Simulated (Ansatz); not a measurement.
# Resistivity from frozen vibrations: Pb(111) with 4 thermally displaced layers, 2x2, part 2 of 2

Wanted: the phonon-limited resistivity of Pb at 300 K by the Landauer route. The measured value for the pure metal at this temperature is 21.3 µΩ cm (CRC Handbook of Chemistry and Physics, 84th ed., 2003, Electrical Resistivity of Pure Metals).

Ansatz 0.2.0; Ansatz plane-wave DFT, PBE, PAW files; ballistic transport by layer matching (Landauer), zero bias; PAW set soft_1.

So far. Step 2 (With 4 displaced layers): Over the solved energies the transmission per spin lies between 4.24 and 4.50, out of 4.99 channels of the lead on average (up to 5.17).

**3. With 8 displaced layers**

Each atom of 8 layers is moved at random, by amounts drawn from a normal law 0.1385 Å wide in each direction from the Debye model (105 K) at 300 K. A fresh draw is used; the growth of the resistance with length is what counts.

System of this step: Pb(111) with 8 thermally displaced layers, 2x2. The cell holds 56 atoms: 56 Pb. Cell: a = 7.001 Å, b = 7.001 Å, c = 40.068 Å, α = 87.5°, β = 92.5°, γ = 120.0°. It derives from Pb. Regions: lead, 24 atoms (24 Pb); scattering region, 32 atoms (32 Pb). The structure is stacked along c, and the current runs across the ab planes.

input.yaml reads:

```yaml
crystal:
  lattice:
    - [7.0014885046, 0.0, 0.0]
    - [-3.5007442523, 6.0634669093, 0.0]
    - [-1.7503721261, 1.0105778182, 40.0168399779]
  atoms:
    - { symbol: Pb, position: [0.005952381, 0.994047619, 0.0357142857] }
    - { symbol: Pb, position: [0.005952381, 0.494047619, 0.0357142857] }
    - { symbol: Pb, position: [0.505952381, 0.994047619, 0.0357142857] }
    - { symbol: Pb, position: [0.505952381, 0.494047619, 0.0357142857] }
    - { symbol: Pb, position: [0.1845238095, 0.3154761905, 0.1071428571] }
    - { symbol: Pb, position: [0.1845238095, 0.8154761905, 0.1071428571] }
    - { symbol: Pb, position: [0.6845238095, 0.3154761905, 0.1071428571] }
    - { symbol: Pb, position: [0.6845238095, 0.8154761905, 0.1071428571] }
    - { symbol: Pb, position: [0.3630952381, 0.1369047619, 0.1785714286] }
    - { symbol: Pb, position: [0.3630952381, 0.6369047619, 0.1785714286] }
    - { symbol: Pb, position: [0.8630952381, 0.1369047619, 0.1785714286] }
    - { symbol: Pb, position: [0.8630952381, 0.6369047619, 0.1785714286] }
    - { symbol: Pb, position: [0.040868508, 0.9711468163, 0.2486846237] }
    - { symbol: Pb, position: [0.0612204621, 0.4810180983, 0.2481170895] }
    - { symbol: Pb, position: [0.5851628134, 0.9947500989, 0.2537340504] }
    - { symbol: Pb, position: [0.5785424784, 0.4820818889, 0.2578018573] }
    - { symbol: Pb, position: [0.2242857808, 0.2794616582, 0.3235156309] }
    - { symbol: Pb, position: [0.1840308005, 0.7447988308, 0.3183763731] }
    - { symbol: Pb, position: [0.7321226147, 0.291451693, 0.3161119851] }
    - { symbol: Pb, position: [0.6792675453, 0.7726502445, 0.3207777998] }
    - { symbol: Pb, position: [0.4062114966, 0.1158144589, 0.3971095371] }
    - { symbol: Pb, position: [0.4097409522, 0.6158147563, 0.3890671853] }
    - { symbol: Pb, position: [0.878624929, 0.1062023907, 0.3951572169] }
    - { symbol: Pb, position: [0.9203943628, 0.6142753673, 0.3955707846] }
    - { symbol: Pb, position: [0.0729662921, 0.8830257057, 0.4617451255] }
    - { symbol: Pb, position: [0.0923246719, 0.437118068, 0.4590531018] }
    - { symbol: Pb, position: [0.5954371905, 0.9127309644, 0.4634814059] }
    - { symbol: Pb, position: [0.5905302754, 0.4405659257, 0.4593263971] }
    - { symbol: Pb, position: [0.2759693893, 0.2462574314, 0.5330468771] }
    - { symbol: Pb, position: [0.2251740696, 0.6945005039, 0.5334731947] }
    - { symbol: Pb, position: [0.7512643721, 0.228043359, 0.5345791936] }
    - { symbol: Pb, position: [0.7541907667, 0.7445638978, 0.5392462102] }
    - { symbol: Pb, position: [0.4313734729, 0.0592283241, 0.6090068449] }
    - { symbol: Pb, position: [0.4719780396, 0.5573526507, 0.6089176399] }
    - { symbol: Pb, position: [0.9190717688, 0.0958245584, 0.6094246611] }
    - { symbol: Pb, position: [0.9596086842, 0.5647288059, 0.6035341824] }
    - { symbol: Pb, position: [0.1387255283, 0.904614183, 0.6755710309] }
    - { symbol: Pb, position: [0.0889926737, 0.3972609851, 0.6779783247] }
    - { symbol: Pb, position: [0.6574408845, 0.8731813231, 0.676742333] }
    - { symbol: Pb, position: [0.5913782464, 0.3493906211, 0.6754947331] }
    - { symbol: Pb, position: [0.3223385402, 0.2056837977, 0.7478946646] }
    - { symbol: Pb, position: [0.2735187443, 0.7212108532, 0.7522780463] }
    - { symbol: Pb, position: [0.7924708308, 0.1992684538, 0.7510573177] }
    - { symbol: Pb, position: [0.7917977548, 0.6924242166, 0.7521535885] }
    - { symbol: Pb, position: [0.4702380952, 0.0297619048, 0.8214285714] }
    - { symbol: Pb, position: [0.4702380952, 0.5297619048, 0.8214285714] }
    - { symbol: Pb, position: [0.9702380952, 0.0297619048, 0.8214285714] }
    - { symbol: Pb, position: [0.9702380952, 0.5297619048, 0.8214285714] }
    - { symbol: Pb, position: [0.1488095238, 0.8511904762, 0.8928571429] }
    - { symbol: Pb, position: [0.1488095238, 0.3511904762, 0.8928571429] }
    - { symbol: Pb, position: [0.6488095238, 0.8511904762, 0.8928571429] }
    - { symbol: Pb, position: [0.6488095238, 0.3511904762, 0.8928571429] }
    - { symbol: Pb, position: [0.3273809524, 0.1726190476, 0.9642857143] }
    - { symbol: Pb, position: [0.3273809524, 0.6726190476, 0.9642857143] }
    - { symbol: Pb, position: [0.8273809524, 0.1726190476, 0.9642857143] }
    - { symbol: Pb, position: [0.8273809524, 0.6726190476, 0.9642857143] }
kpoints:
  mp_grid: { grid: [4, 4, 1] }
hamiltonian:
  xc: pbe
  pseudopotentials: { kind: paw, azcp: { folder: soft_1 } }
scf:
  occupations: { method: fermi_dirac, width: 0.1 }
output:
  transmission: { leads: [[0, 4]], kmesh: [8, 8], e_range: [-0.05, 0.05], de: 0.05 }
  write_potential: true
  write_density: true
  volumetric_format: npy
```

Command:

```
ansatz run input.yaml --threads 4 --pin off --max-ram 15360MiB --backend cpu --events-out ev --progress --plain --runs-dir out
```

Numbers of over 12 decimals in the logs are rounded to 6 here.

The log of the run:

```text
[...]
Crystal: 56 atoms, lattice volume = 1698.847 Å³
Basis set: ecut = 420 eV, 33213 PW (Γ)
Bands: 471, of which v1, the nominal top of the filled ones, is band 392 counted from 1 (391 counted from 0)
Symmetry: 1 space group operations
[...]
k-points: 10 of 16 (time reversal used)
[...]
SCF iter   1: F=—  HF=-666893.288394 eV  |F-HF|=—  |Δ(HF+E_count)|=         —  Δρ=8.15e-3  dr2=2.18e0  ethr=3.10e-3  ⟨swp⟩=7.0  Hψ=18649  notcnv=0  defer=117
[...]
SCF iter   9: F=-666892.718396 eV  HF=-666892.718396 eV  |F-HF|=4.75e-8  |Δ(HF+E_count)|=   2.34e-8  Δρ=7.84e-7  dr2=5.77e-8  ethr=1.28e-11  ⟨swp⟩=10.7  Hψ=20120  notcnv=0
SCF 1 converged in 9 iterations: F = -666892.718396 eV  dr2 = 5.77e-8
[...]
transmission: 171 of 1700 steps passed
transmission: 348 of 1700 steps passed
[...]
transmission: 1700 of 1700 steps passed
SCF converged after 9 iterations
Free energy (F): -666892.718396 eV
[...]
Internal energy: -666891.763048 eV  (E = F + TS)
E sigma→0 (E₀):  -666892.240722 eV
Entropy (-TS):   -0.955348 eV (-17.060 meV/atom)
Fermi energy:    11.173093 eV
[...]
--- Band table (eV; the first three rows and the last of 10) ---
  k-point 0: bands = [... 388 lower, 11.6244, 11.6809, 11.7110, 11.7417, 11.8905, 11.9649, 12.0323, 12.1489, ... 75 higher]
  k-point 1: bands = [... 388 lower, 10.9629, 11.0355, 11.1282, 11.1820, 11.3485, 11.4859, 11.6649, 11.7191, ... 75 higher]
  k-point 2: bands = [... 388 lower, 11.0089, 11.0515, 11.0691, 11.1465, 11.2328, 11.2781, 11.2857, 11.3107, ... 75 higher]
  k-point 9: bands = [... 388 lower, 11.1031, 11.1226, 11.1701, 11.1971, 11.2481, 11.2735, 11.3446, 11.3555, ... 75 higher]
--- Transmission ---
  basis      : 367 plane waves across, 50 finite elements along
  points     : 34, standing for a mesh of 8 x 8
[...]
channels       : 5.171875e0 a spin
[...]
junction   : crystal 0 to crystal 0, 2.86 to 40.02 Å
    transmission   : 3.757690e0 a spin
[...]
```

Wall time 33 min (4 threads of Arm Neoverse V1, shared host); peak memory 9 GiB; 1.9 h of CPU time.

Numbers from this step:

```yaml
free_energy: -666892.7184 eV
energy_at_zero_smearing: -666892.2407 eV
fermi_energy: 11.17 eV
transmission_per_spin_nearest_the_fermi_level: 3.758
open_channels_per_spin_nearest_the_fermi_level: 5.172
step_of_the_lead_s_potential: 17.1 meV
```

Per spin. The transmission, zone mean by energy, zero at the Fermi level:

| energy (eV) | transmission, zone mean |
| --- | --- |
| -0.0500 | 3.65 |
| 0.0000 | 3.76 |
| 0.0500 | 3.80 |

Over the solved energies the transmission per spin lies between 3.65 and 3.80, out of 5.08 channels of the lead on average (up to 5.17).

**4. With 12 displaced layers**

Each atom of 12 layers is moved at random, by amounts drawn from a normal law 0.1385 Å wide in each direction from the Debye model (105 K) at 300 K. A fresh draw is used; the growth of the resistance with length is what counts.

System of this step: Pb(111) with 12 thermally displaced layers, 2x2. The cell holds 72 atoms: 72 Pb. Cell: a = 7.001 Å, b = 7.001 Å, c = 51.450 Å, α = 90.0°, β = 90.0°, γ = 120.0°. It derives from Pb. Regions: lead, 24 atoms (24 Pb); scattering region, 48 atoms (48 Pb). The structure is stacked along c, and the current runs across the ab planes.

input.yaml reads:

```yaml
crystal:
  lattice:
    - [7.0014885046, 0.0, 0.0]
    - [-3.5007442523, 6.0634669093, 0.0]
    - [0.0, 0.0, 51.4502228287]
  atoms:
    - { symbol: Pb, position: [0.0, 0.0, 0.0277777778] }
    - { symbol: Pb, position: [0.0, 0.5, 0.0277777778] }
    - { symbol: Pb, position: [0.5, 0.0, 0.0277777778] }
    - { symbol: Pb, position: [0.5, 0.5, 0.0277777778] }
    - { symbol: Pb, position: [0.1666666667, 0.3333333333, 0.0833333333] }
    - { symbol: Pb, position: [0.1666666667, 0.8333333333, 0.0833333333] }
    - { symbol: Pb, position: [0.6666666667, 0.3333333333, 0.0833333333] }
    - { symbol: Pb, position: [0.6666666667, 0.8333333333, 0.0833333333] }
    - { symbol: Pb, position: [0.3333333333, 0.1666666667, 0.1388888889] }
    - { symbol: Pb, position: [0.3333333333, 0.6666666667, 0.1388888889] }
    - { symbol: Pb, position: [0.8333333333, 0.1666666667, 0.1388888889] }
    - { symbol: Pb, position: [0.8333333333, 0.6666666667, 0.1388888889] }
    - { symbol: Pb, position: [0.9434419756, 0.9705609634, 0.1936264487] }
    - { symbol: Pb, position: [0.9845590723, 0.4734100362, 0.1953292025] }
    - { symbol: Pb, position: [0.5260288448, 0.010301161, 0.1950487668] }
    - { symbol: Pb, position: [0.5209997061, 0.5092368479, 0.1913697084] }
    - { symbol: Pb, position: [0.1774060775, 0.3628249443, 0.2469384482] }
    - { symbol: Pb, position: [0.1634553578, 0.8244464421, 0.2475829965] }
    - { symbol: Pb, position: [0.6478137605, 0.3356404759, 0.2508487666] }
    - { symbol: Pb, position: [0.6562660572, 0.8003082762, 0.2492228514] }
    - { symbol: Pb, position: [0.3509828289, 0.1882900578, 0.3073656169] }
    - { symbol: Pb, position: [0.3623098211, 0.6917233037, 0.3077731483] }
    - { symbol: Pb, position: [0.8178726326, 0.1679922144, 0.3036361369] }
    - { symbol: Pb, position: [0.7670371659, 0.6282781681, 0.3111778976] }
    - { symbol: Pb, position: [0.9522987949, 0.9487943739, 0.3595369827] }
    - { symbol: Pb, position: [0.0295556647, 0.4989732465, 0.3622094708] }
    - { symbol: Pb, position: [0.4937031414, 0.9980991982, 0.3645203046] }
    - { symbol: Pb, position: [0.5147585842, 0.498030169, 0.3635109139] }
    - { symbol: Pb, position: [0.1854152957, 0.3283279742, 0.4173933293] }
    - { symbol: Pb, position: [0.1640615156, 0.8180706458, 0.4197642684] }
    - { symbol: Pb, position: [0.6562888562, 0.3191857639, 0.4121562478] }
    - { symbol: Pb, position: [0.659057923, 0.8681712714, 0.4135981762] }
    - { symbol: Pb, position: [0.3376367888, 0.1582817081, 0.4735984653] }
    - { symbol: Pb, position: [0.3363813718, 0.6489377128, 0.4714366653] }
    - { symbol: Pb, position: [0.8366064784, 0.169282732, 0.4721454878] }
    - { symbol: Pb, position: [0.8343246758, 0.6810412436, 0.4757672141] }
    - { symbol: Pb, position: [0.0022386301, 0.9830965394, 0.5288434771] }
    - { symbol: Pb, position: [0.0064799322, 0.5105427713, 0.5327431887] }
    - { symbol: Pb, position: [0.495636989, 0.9997373157, 0.5253914119] }
    - { symbol: Pb, position: [0.4877858516, 0.4870016257, 0.5320837383] }
    - { symbol: Pb, position: [0.1661480254, 0.3202717519, 0.588526516] }
    - { symbol: Pb, position: [0.1502329183, 0.8530030044, 0.5860685632] }
    - { symbol: Pb, position: [0.6750363183, 0.3273690853, 0.5829850657] }
    - { symbol: Pb, position: [0.6688499301, 0.8512858616, 0.5770650181] }
    - { symbol: Pb, position: [0.3249568111, 0.1701368001, 0.6373246773] }
    - { symbol: Pb, position: [0.2946112793, 0.6611208925, 0.6368563508] }
    - { symbol: Pb, position: [0.8651184957, 0.1985808641, 0.6390756264] }
    - { symbol: Pb, position: [0.7928389424, 0.6621860068, 0.6364015917] }
    - { symbol: Pb, position: [0.0328041531, 0.0386298615, 0.6952988019] }
    - { symbol: Pb, position: [0.0575489839, 0.5345897372, 0.6963191597] }
    - { symbol: Pb, position: [0.4853709217, 0.0047706265, 0.6908400057] }
    - { symbol: Pb, position: [0.5254900657, 0.5054522267, 0.6984786569] }
    - { symbol: Pb, position: [0.1543749891, 0.2921268563, 0.7521200351] }
    - { symbol: Pb, position: [0.2085779271, 0.8746525561, 0.7477773388] }
    - { symbol: Pb, position: [0.6537451545, 0.3381729453, 0.7475546932] }
    - { symbol: Pb, position: [0.6314270846, 0.8115777504, 0.7573469687] }
    - { symbol: Pb, position: [0.3132810344, 0.1463172262, 0.8046625233] }
    - { symbol: Pb, position: [0.3515158157, 0.698578716, 0.808381851] }
    - { symbol: Pb, position: [0.852659507, 0.1700276652, 0.8062528583] }
    - { symbol: Pb, position: [0.8066928601, 0.6345961, 0.8113136328] }
    - { symbol: Pb, position: [0.0, 0.0, 0.8611111111] }
    - { symbol: Pb, position: [0.0, 0.5, 0.8611111111] }
    - { symbol: Pb, position: [0.5, 0.0, 0.8611111111] }
    - { symbol: Pb, position: [0.5, 0.5, 0.8611111111] }
    - { symbol: Pb, position: [0.1666666667, 0.3333333333, 0.9166666667] }
    - { symbol: Pb, position: [0.1666666667, 0.8333333333, 0.9166666667] }
    - { symbol: Pb, position: [0.6666666667, 0.3333333333, 0.9166666667] }
    - { symbol: Pb, position: [0.6666666667, 0.8333333333, 0.9166666667] }
    - { symbol: Pb, position: [0.3333333333, 0.1666666667, 0.9722222222] }
    - { symbol: Pb, position: [0.3333333333, 0.6666666667, 0.9722222222] }
    - { symbol: Pb, position: [0.8333333333, 0.1666666667, 0.9722222222] }
    - { symbol: Pb, position: [0.8333333333, 0.6666666667, 0.9722222222] }
kpoints:
  mp_grid: { grid: [4, 4, 1] }
hamiltonian:
  xc: pbe
  pseudopotentials: { kind: paw, azcp: { folder: soft_1 } }
scf:
  occupations: { method: fermi_dirac, width: 0.1 }
output:
  transmission: { leads: [[0, 4]], kmesh: [8, 8], e_range: [-0.05, 0.05], de: 0.05 }
  write_potential: true
  write_density: true
  volumetric_format: npy
```

The log of the run:

```text
[...]
Crystal: 72 atoms, lattice volume = 2184.231 Å³
Basis set: ecut = 420 eV, 42621 PW (Γ)
Bands: 605, of which v1, the nominal top of the filled ones, is band 504 counted from 1 (503 counted from 0)
Symmetry: 1 space group operations
[...]
k-points: 10 of 16 (time reversal used)
[...]
SCF iter   1: F=—  HF=-857433.422228 eV  |F-HF|=—  |Δ(HF+E_count)|=         —  Δρ=8.34e-3  dr2=2.81e0  ethr=3.10e-3  ⟨swp⟩=7.0  Hψ=23917  notcnv=0  defer=152
[...]
SCF iter  10: F=-857432.662916 eV  HF=-857432.662916 eV  |F-HF|=8.61e-9  |Δ(HF+E_count)|=  5.82e-10  Δρ=4.01e-7  dr2=1.33e-8  ethr=9.92e-12  ⟨swp⟩=11.0  Hψ=22923  notcnv=0
SCF 1 converged in 10 iterations: F = -857432.662916 eV  dr2 = 1.33e-8
[...]
transmission: 222 of 2176 steps passed
transmission: 441 of 2176 steps passed
[...]
transmission: 2176 of 2176 steps passed
SCF converged after 10 iterations
Free energy (F): -857432.662916 eV
[...]
Internal energy: -857431.545507 eV  (E = F + TS)
E sigma→0 (E₀):  -857432.104211 eV
Entropy (-TS):   -1.117410 eV (-15.520 meV/atom)
Fermi energy:    11.205476 eV
[...]
--- Band table (eV; the first three rows and the last of 10) ---
  k-point 0: bands = [... 500 lower, 11.5749, 11.6678, 11.7387, 11.7918, 11.8342, 11.8463, 11.8879, 12.0148, ... 97 higher]
  k-point 1: bands = [... 500 lower, 10.9971, 11.1896, 11.2447, 11.3497, 11.4036, 11.4779, 11.5698, 11.5806, ... 97 higher]
  k-point 2: bands = [... 500 lower, 11.1114, 11.1418, 11.1661, 11.1938, 11.2341, 11.2825, 11.3068, 11.3366, ... 97 higher]
  k-point 9: bands = [... 500 lower, 11.0919, 11.1256, 11.1655, 11.2037, 11.2146, 11.2619, 11.2919, 11.3179, ... 97 higher]
--- Transmission ---
  basis      : 367 plane waves across, 64 finite elements along
  points     : 34, standing for a mesh of 8 x 8
[...]
channels       : 5.171875e0 a spin
[...]
junction   : crystal 0 to crystal 0, 2.86 to 51.45 Å
    transmission   : 3.294572e0 a spin
[...]
```

The job ended after 51 min (4 threads; peak memory 10 GiB).

Numbers from this step:

- free energy: -857432.6629 eV
- energy at zero smearing: -857432.1042 eV
- Fermi energy: 11.21 eV
- transmission per spin nearest the Fermi level: 3.295
- step of the lead's potential: 16.8 meV

Per spin. The transmission, zone mean by energy, zero at the Fermi level:

| energy (eV) | transmission, zone mean |
| --- | --- |
| -0.0500 | 3.21 |
| 0.0000 | 3.29 |
| 0.0500 | 3.36 |

Over the solved energies the transmission per spin lies between 3.21 and 3.36, out of 5.23 channels of the lead on average (up to 5.36).

**5. Resistance against length**

This step: Ansatz plane-wave DFT, PBE, PAW files; ballistic transport by layer matching (Landauer), zero bias; resistivity from the slope of the area resistance; PAW set soft_1 (Ansatz 0.2.0).

Numbers from this step:

```yaml
resistivity: 19.71 µΩ cm
intercept: -0.05868 fΩ m²
scatter_about_the_fit: 0.003101 fΩ m²
```

Resistance, by row:

| run | length (Å) | T | channels N | RA (fΩ m²) |
| --- | --- | --- | --- | --- |
| n4 | 11.43 | 4.328 | 4.995 | 0.1689 |
| n8 | 22.87 | 3.736 | 5.078 | 0.3877 |
| n12 | 34.3 | 3.288 | 5.234 | 0.6197 |

Area resistance against length of the displaced region:

```
length of the displaced region (Å)  area resistance (fΩ m²)
                             11.43                    0.169
                             22.87                    0.388
                             34.30                    0.620
```

The area resistance goes from 0.17 to 0.62 fΩ m² between 11 and 34.3 Å, a slope of 20 µΩ cm.

By hand from the end points: (0.6197 − 0.1689) fΩ m² / (34.30 − 11.4) Å = 20 µΩ cm, since 1 fΩ m² per Å is 1000 µΩ cm.

**6. Results**

| Item | Value |
| --- | --- |
| resistivity from the slope | 19.7 µΩ cm |
| area resistance over 11.4 Å | 0.169 fΩ m² |
| area resistance over 22.9 Å | 0.388 fΩ m² |
| area resistance over 34.3 Å | 0.620 fΩ m² |

**Reading.** The slope gives 20 µΩ cm. The points scatter by 0.0031 fΩ m² about the line, with one random draw a length in a 2x2 cell, so the slope is a rough value. The mean square of the displacements drawn is 0.78, 0.91 and 1.0 of the nominal one at the three lengths; with each resistance scaled back by that, the slope is 17 µΩ cm, the value used below. The lead's own channel count moves between the runs (4.99, 5.08 and 5.23), which shifts RA and the slope too. Read with a model of isotropic scattering on a spherical Fermi surface and the lead's 0.91×10¹⁵ S/m², this slope means a mean free path near 52 Å; over these lengths the model's slope is 1.06 times its bulk resistivity, which would be 16 µΩ cm. Uncorrelated displacements put too much weight on short waves, which scatter strongly; with the sideways repeat of a small cell, one draw and three short lengths, the method is good to a factor of two or three. The measured value is 21.3 µΩ cm (CRC Handbook of Chemistry and Physics, 84th ed., 2003, Electrical Resistivity of Pure Metals); the scaled slope is 0.80 times that and the corrected value 0.75: fair for so small a cell. Spin-orbit coupling is left out, which matters for Pb.

[Logs are printed without paths, hosts, clocks, repeated set-up lines and the standing remarks that a program may print on its own settings, such as how far it seeks lower states.]

[Hosts, paths, dates, database ids (printed as entryN), source tags and the programs' standing remarks are cut or masked in the printed files.]
